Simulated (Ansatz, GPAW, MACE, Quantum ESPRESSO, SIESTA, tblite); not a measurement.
**tblite runs on Nb(100)/C(110) interface (68 atoms)**

How near does tblite come to plane waves for Nb(100)/C(110) interface (68 atoms)?

Method: the method is named at each step, in tblite 0.8.0.

### 1. Set-up

The cell holds 68 atoms: 20 Nb and 48 C. Cell: a = 7.134 Å, b = 7.567 Å, c = 22.999 Å, α = 90.0°, β = 90.0°, γ = 90.0°. Bcc Nb(100), 4 repeat layers, 5 surface cells, strained -3.32 and +2.54 %; diamond-structure C(110), 4 layers, 6 cells, -0.00 and -0.00 %; outer planes 2.25 Å apart, 12 Å of vacuum above; not relaxed, displaced by a Gaussian of 0.02 Å. Then every atom was moved at random, 0.05 Å r.m.s. a Cartesian component. Regions: Nb, 20 atoms (20 Nb); C, 48 atoms (48 C). Vacuum lies along c.

The yardstick, on the same geometry:

* method: Kohn-Sham DFT, PBE, SSSP efficiency 1.3.0 pseudopotentials, plane waves (Quantum ESPRESSO 7.5); sssp-pbe-1.3.0-efficiency, cutoffs 45/360 Ry, Γ point
* r.m.s. force component: 2.345 eV/Å
* longest force: 9.342 eV/Å
* time: 4.1 min on 4 MPI ranks of Arm Neoverse V1, shared host
* CPU time: 16 min

### 2. GFN1-xTB

Method: GFN1-xTB tight binding, diagonalisation.

The input, run.py:

```python
import numpy as np
from ase.io import read
from tblite.ase import TBLite

atoms = read("structure.xyz")
atoms.calc = TBLite(method="GFN1-xTB", electronic_temperature=580, accuracy=1.0, max_iterations=250, mixer_damping=0.1, verbosity=1)
energy = atoms.get_potential_energy()
forces = atoms.get_forces()
print(f"energy {energy:.6f} eV")
print("forces (eV/A)")
for i, (a, f) in enumerate(zip(atoms, forces)):
    print(f"{i:4d} {a.symbol:2s} {f[0]:10.5f} {f[1]:10.5f} {f[2]:10.5f}")
print("charges (e)")
print(np.array2string(atoms.get_charges(), precision=4, suppress_small=True, max_line_width=110, threshold=100000))
```

The input, structure.xyz:

```xyz
68
Lattice="7.13400 0.00000 0.00000 0.00000 7.56670 0.00000 0.00000 0.00000 22.99872" Properties=species:S:1:pos:R:3 pbc="T T T"
Nb 5.70556 3.02774 5.98404
Nb 4.99344 0.69954 7.68019
Nb 5.72482 2.96274 9.33472
Nb 3.60980 3.80499 10.87264
Nb 4.23531 6.03573 5.99485
Nb 3.62450 3.77382 7.69399
Nb 4.34425 6.10254 9.39199
Nb 2.08727 6.78309 10.95797
Nb 2.92080 1.51939 5.92953
Nb 2.12850 6.80995 7.72527
Nb 2.82242 1.41944 9.29654
Nb 0.77247 2.33576 10.81952
Nb 1.40811 4.49825 5.97875
Nb 0.71069 2.32585 7.61051
Nb 1.37558 4.58973 9.27147
Nb 6.30489 5.26362 10.96234
Nb 6.99467 0.09224 6.07833
Nb 6.48680 5.30585 7.71745
Nb 7.13229 0.00446 9.33196
Nb 4.98980 0.83582 10.93612
C 3.90251 5.62985 13.15826
C 1.18738 4.47078 13.17091
C 1.99559 4.43749 14.52438
C 2.98979 5.71399 14.47171
C 3.82489 5.71611 15.65431
C 1.20928 4.57188 15.74653
C 2.12536 4.46216 16.96064
C 3.00463 5.73397 16.88635
C 3.87169 0.75584 13.18310
C 1.34690 6.93768 13.21069
C 2.16674 6.92868 14.49793
C 2.98793 0.70385 14.48045
C 3.93968 0.72882 15.74607
C 1.17647 7.06949 15.66167
C 2.14412 6.89954 16.96593
C 2.94820 0.67139 16.98478
C 0.37625 5.73692 13.27302
C 4.81438 4.50022 13.28981
C 5.60775 4.54789 14.56417
C 6.50136 5.75985 14.39260
C 0.43874 5.75183 15.77850
C 4.66364 4.42879 15.75228
C 5.69843 4.45928 17.00019
C 6.56542 5.81841 16.97168
C 3.84252 3.20722 13.20793
C 1.21956 1.87019 13.12491
C 2.16817 2.05648 14.50552
C 2.99635 3.09826 14.49241
C 3.91999 3.11408 15.89258
C 1.16306 1.89697 15.66742
C 2.04018 1.97884 17.01537
C 2.97224 3.15819 17.02595
C 0.36897 0.73632 13.26198
C 4.80653 6.96114 13.23461
C 5.63893 7.03930 14.38524
C 6.60872 0.82477 14.46022
[... 8 atom lines left out ...]
C 0.35848 3.18089 15.77413
C 4.78092 2.02810 15.71825
C 5.70092 1.92028 17.08782
C 6.54644 3.22879 16.99076
```

Command:

```bash
> OMP_NUM_THREADS=1 python run.py > output.txt
```

What it wrote:

```text
------------------------------------------------------------
  cycle        total energy    energy error   density error
------------------------------------------------------------
      1     -139.6424164501  -1.4063058E+02   9.3731012E-01
      2     -2.219600070049   1.3742282E+02   1.2665839E+00
      3     -72.33242251253  -7.0112822E+01   9.8412204E-01
      4      32.93821493716   1.0527064E+02   1.0002082E+00
      5     -44.16089847365  -7.7099113E+01   6.7798446E-01
      6     -75.95307254676  -3.1792174E+01   8.0406542E-01
      7     -95.14730913123  -1.9194237E+01   6.0664914E-01
      8     -128.4707304996  -3.3323421E+01   3.3004934E-01
      9     -124.6308741657   3.8398563E+00   3.5074193E-01
     10     -118.7704239643   5.8604502E+00   3.2601498E-01
     11     -135.7566531726  -1.6986229E+01   1.5451843E-01
     12     -140.6783692389  -4.9217161E+00   5.8813863E-02
     13     -140.5881147339   9.0254505E-02   3.9649340E-02
     14     -139.8246515944   7.6346314E-01   6.5623140E-02
     15     -140.7813763094  -9.5672472E-01   2.1857145E-02
     16     -140.8133032957  -3.1926986E-02   1.7553228E-02
     17     -140.8243018980  -1.0998602E-02   1.5332465E-02
     18     -140.8374760343  -1.3174136E-02   1.5917592E-02
     19     -140.8517284394  -1.4252405E-02   1.0773447E-02
     20     -140.8534262943  -1.6978549E-03   8.3256093E-03
     21     -140.8538805197  -4.5422535E-04   3.6149364E-03
     22     -140.8497212804   4.1592392E-03   4.9052032E-03
     23     -140.8559742283  -6.2529479E-03   1.6210558E-03
     24     -140.8552748147   6.9941356E-04   2.2873233E-03
     25     -140.8564544227  -1.1796079E-03   7.7154188E-04
     26     -140.8563887256   6.5697098E-05   7.4202682E-04
     27     -140.8564632505  -7.4524961E-05   4.0244308E-04
     28     -140.8564750155  -1.1764962E-05   3.0981635E-04
     29     -140.8564967603  -2.1744790E-05   6.6475493E-05
     30     -140.8564960943   6.6592625E-07   5.7340129E-05
     31     -140.8564968902  -7.9582767E-07   2.3662157E-05
     32     -140.8564969409  -5.0709190E-08   1.1790460E-05
------------------------------------------------------------
 total:                                   2.762 sec
energy -3832.900512 eV
forces (eV/A)
   0 Nb   -0.23770   -0.14988   -0.22340
   1 Nb   -0.63759    0.44701    0.10562
   2 Nb   -0.32863    0.31387   -0.54342
   3 Nb   -0.23791    0.20293    2.31560
   4 Nb   -0.15706   -0.11053    0.23110
   5 Nb   -0.30120    0.21928   -0.54495
   6 Nb   -0.99181   -0.18255   -0.74444
   7 Nb    0.27999   -0.00501    2.03403
   8 Nb   -0.02868    0.16099    0.17129
   9 Nb    0.27805   -0.19139   -0.92302
  10 Nb    0.32848    0.33309   -0.20740
  11 Nb    0.07938   -0.10844    2.74032
  12 Nb    0.22384   -0.00164    0.29158
  13 Nb    0.41825   -0.20323   -0.17118
  14 Nb    1.02397   -0.37244    0.50272
  15 Nb    0.66582   -0.17574    2.23971
  16 Nb    0.64110   -0.22813   -0.57995
  17 Nb   -0.88142    0.27718   -1.05534
  18 Nb   -0.00653   -0.00636   -0.00708
  19 Nb   -0.30197   -0.20049    2.57166
  20 C     1.63164    3.10991    1.36328
  21 C    -1.28045   -0.50418    2.25231
  22 C     5.23845    0.54655   -3.13895
  23 C    -1.35661   -1.56971   -2.26402
[...]
60 C     0.52028   -1.01181   -0.02319
  61 C    -0.74445    4.06398    0.30772
  62 C     0.17277    3.79135   -0.41483
  63 C    -2.22676    1.13317   -2.10396
  64 C    -0.66867    1.66212    1.35422
  65 C     1.53222   -5.43226    3.08773
  66 C     3.86692    1.93292   -3.08048
  67 C    -3.87120   -0.35824   -1.64850
charges (e)
[ 0.0645 -0.0496 -0.1143  0.2199  0.0653 -0.0387 -0.1069  0.2286  0.0747 -0.0348 -0.0923  0.1718  0.0601
 -0.0382 -0.1271  0.1841  0.0502 -0.0248 -0.0732  0.1741 -0.0946 -0.1048  0.025   0.0385  0.0484  0.0569
 -0.0602 -0.0163 -0.0889 -0.1227  0.0386  0.0263  0.0272  0.0595 -0.0665 -0.0195 -0.0486 -0.0686  0.0278
  0.0307  0.0363  0.0434 -0.0595 -0.0116 -0.1204 -0.1069  0.0501  0.027   0.0598  0.0516 -0.0779 -0.0295
 -0.0629 -0.0859  0.0241  0.0233  0.057   0.0349 -0.0706  0.0089 -0.0274 -0.064   0.0348  0.0016  0.0411
  0.0574 -0.1042 -0.0121]
```

The job ended after 3.3 s (1 thread of Arm Neoverse V1, shared host; peak memory 0.11 GiB).

Banners, paths, timers and routine set-up lines are dropped from the logs unmarked, and long logs keep their key lines alone; longer cuts are marked.

Compared with the plane-wave run:

```yaml
r_m_s_force_component: 2.341 eV/Å
r_m_s_difference_of_force_components: 541.9 meV/Å
longest_difference_of_force_vectors: 2274 meV/Å
force_difference_over_r_m_s_force: 23.11 %
slope_of_forces_against_the_reference_s: 0.9718
correlation_of_force_components: 0.9732
```

Length of the force difference by element (eV/Å):

| element | atoms | mean | most |
| --- | --- | --- | --- |
| C | 48 | 0.84 | 1.5 |
| Nb | 20 | 0.79 | 2.3 |

The surroundings of C47, which bears the longest force, nearest first, numbered as they follow in the input and with coordinates relative to it.

```
atom      x      y      z  distance (Å)  Mulliken charge (e)     Fx     Fy  Fz (eV/Å)
 C47   0.00   0.00   0.00          0.00                 0.05  -3.84  -9.03      -1.48
 C48   0.83   1.04  -0.01          1.33                 0.03   1.45   7.69      -0.40
 C50  -1.01  -0.16   1.16          1.54                 0.05   3.69   5.34       3.40
 C32   0.82  -1.35  -0.03          1.58                 0.03   0.45  -0.25      -0.70
 C46  -0.95  -0.19  -1.38          1.69                -0.11  -1.18   4.12       1.17
 C23  -0.17   2.38   0.02          2.39                 0.03   5.24   0.55      -3.14
 C45   1.67   1.15  -1.30          2.41                -0.12   3.73  -0.36       0.71
 C61  -1.77   1.16  -1.22          2.44                -0.03   0.52  -1.01      -0.02
 C49   1.75   1.06   1.39          2.47                 0.06  -1.47   4.31      -1.57
```

Atoms are counted from 1 here, from 0 in the log.

Forces lie 23 % from the reference's, at 0.0034 times its CPU time (on 1 against 4 cores).

### 3. Summary of results

```json
{
 "force difference from the reference": "tblite GFN1-xTB, 23 %",
 "its CPU time": "3.3 s"
}
```

In words: Tight binding differs by 23 % (tblite GFN1-xTB); it is another model, with fitted parameters of its own, and the xTB methods hold dispersion. One electronic-structure run takes under half the reference's CPU time: tblite GFN1-xTB, at 23 % in 3.3 s against 16 min. Periodic xTB results under one method name differ between programs and library versions. The host structure and its lattice constant were typed by rule, without a check against the phase diagram. The electronic-structure runs sample only Γ, in a cell whose shortest periodic width is 7 Å, which is coarse for a cell with partly filled levels.

[Also dropped from logs without a mark: logging warnings of Python, and SIESTA's first energy breakdown and zero terms.]

[Logs are printed without paths, hosts, clocks, repeated set-up lines and the standing remarks that a program may print on its own settings, such as how far it seeks lower states.]

[Hosts, paths, dates, database ids (printed as entryN), source tags and the programs' standing remarks are cut or masked in the printed files.]
